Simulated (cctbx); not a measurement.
# Diagnosing a refinement

Cell a = 3.3370 Å, b = 3.3370 Å, c = 19.5400 Å, α = 90.00°, β = 90.00°, γ = 120.00°; space group R3m (no. 160). The compound is CrSeS.

Simulated single-crystal data (cctbx): Cu Kα, λ = 1.54184 Å, to d = 0.83 Å, 50 % of the full sphere, strongest reflection 5000 counts, noise from counting, a 4 % proportional error and a noise floor of 4 counts (s.d.); no absorption.

An anisotropic refinement with weights 1/σ² prints:

```text
Rint 0.029, 108 unique reflections to 0.83 A
cycle     R1     wR2    GooF  max shift (A)
   1  0.5210  0.8082  20.363   0.08308
   3  0.5002  0.7784  19.613   0.00000
final R1 0.5002 wR2 0.7784 GooF 19.613  parameters 6  data/parameter 18.0
atom        x        y        z      Ueq    occ   su(xyz)  su(Uiso or U11)
Se1    0.66667  0.33333  0.08182   0.0099  1.000  0.00044  0.0109
S1     0.33333  0.66667  0.25364   0.0004  1.000  0.00195  0.0260  NPD
difference map: max 83.58 min -17.82 rms 6.28
Q1    0.0000  0.0000  0.7494    3   83.62  0.02 A from Se1
Q2    0.0000  0.0000  0.0021    3   52.78  2.48 A from Se1
Q3    0.0000  0.0000  0.4976    3   43.06  1.75 A from S1
Q4    0.0000  0.0000  0.3315    3   26.56  2.45 A from S1
Q5    0.0000  0.0000  0.5830    3   24.92  0.08 A from S1
Q6    0.0000  0.0000  0.8333    3   10.84  1.66 A from Se1
```

**Question.** Can this result stand? If not, what is the likely fault?

Mend it. The fault: an atom left out, Cr at (0, 0, 0.0009). Against the right model at the same level, R1 goes from 0.0160 to 0.5002 and GooF from 1.02 to 19.61, the top difference peak, 83.6 e/Å³, lies on Se1 and S1 goes non-positive-definite. Q2 is the missing atom. With scattering power missing, scale and phases suffer, so peaks may also grow on the heavy atoms.

The compound is CrSeS. The right model at the same level gives:

```text
Rint 0.029, 108 unique reflections to 0.83 A
cycle     R1     wR2    GooF  max shift (A)
   1  0.0209  0.0488   1.247   0.00149
   2  0.0160  0.0397   1.017   0.00000
final R1 0.0160 wR2 0.0397 GooF 1.017  parameters 9  data/parameter 12.0
atom        x        y        z      Ueq    occ   su(xyz)  su(Uiso or U11)
Se1    0.66667  0.33333  0.08276   0.0119  1.000  0.00002  0.0004
Cr1    0.00000  0.00000  0.00183   0.0074  1.000  0.00006  0.0006
S1     0.33333  0.66667  0.24949   0.0191  1.000  0.00013  0.0011
Flack x: -0.002(11)
Hooft y: 0.005(16)  Bijvoet pairs: 48
difference map: max 0.21 min -0.55 rms 0.08
Q1    0.0000  0.0000  0.1361    3    0.21  2.19 A from Se1
Q2    0.2414  0.1207  0.9549    9    0.21  1.15 A from Cr1
Q3    0.0000  0.0000  0.3050    3    0.19  2.01 A from Cr1
Q4    0.1493  0.2986  0.0831    9    0.19  1.67 A from Se1
Q5    0.0772  0.5386  0.4636    9    0.19  1.19 A from Se1
Q6    0.0340  0.5170  0.2500    9    0.19  0.87 A from S1
```

The model was made for the exercise: a known structure type with other elements put in, its volume estimated, not relaxed; displacement parameters are assumed.

[Middle refinement cycles are left out of these outputs.]

[Logs are printed without paths, hosts, clocks, repeated set-up lines and the standing remarks that a program may print on its own settings, such as how far it seeks lower states.]
